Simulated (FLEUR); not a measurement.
Computed results, one entry a study.

```xyz
8
Lattice="5.169 0.000 0.000 -2.584 4.476 0.000 0.000 0.000 4.222" Properties=species:S:1:pos:R:3 pbc="T T T" subject="Fe3Ge: which magnetic order is lowest" method="PBEsol; all-electron FLAPW, Dirac cores, scalar-relativistic bands" program="FLEUR MaX-R8.1" settings_of_one_run="kmax 3.6 1/bohr, gmax 10.8 1/bohr, muffin tin radii Fe: 2.3, Ge: 2.46 bohr, lmax Fe: [8, 6], Ge: [10, 8], hist occupations, smearing width 0.05 eV, mixer Anderson, mixing 0.05, max iterations 90, stop 2.00e-5 me/bohr³, collinear spin, 6×6×6 k-mesh, mesh matched on, starting moments 2.8 2.8 2.8 2.8 2.8 2.8 0 0 μB" cost="3 runs, 9 min in all on 4 MPI ranks of Arm Neoverse V1, shared host (the runs of this entry)" notes="The run is spin-polarised, with a total moment of 13.02 μB a cell. This is the lowest of 3 finished starts, no proof of the ground state." lowest_state_found="ferromagnetic (initial ferro ++++++)" largest_site_spin_moment="2.23 μB" next_finished_state="antiferromagnetic, 148 meV a seeded atom higher" energy_gained_by_spin_polarisation="376 meV a seeded atom"
Fe    2.584    3.035    1.056
Fe   -1.336    3.756    3.167
Fe    1.248    0.721    1.056
Fe    0.000    1.441    3.167
Fe    3.921    0.721    1.056
Fe    1.336    3.756    3.167
Ge    0.000    2.984    1.056
Ge    2.585    1.492    3.167
```

[Logs and program files are shortened in this print: banners, set-up blocks, solver, clock and traceback lines can be left out without a mark of their own.]

[Logs are printed without paths, hosts, clocks, repeated set-up lines and the standing remarks that a program may print on its own settings, such as how far it seeks lower states.]

[Hosts, paths, dates, database ids (printed as entryN), source tags and the programs' standing remarks are cut or masked in the printed files.]

[Where a cell is said to come from a database of computed structures, the database is the Materials Project.]
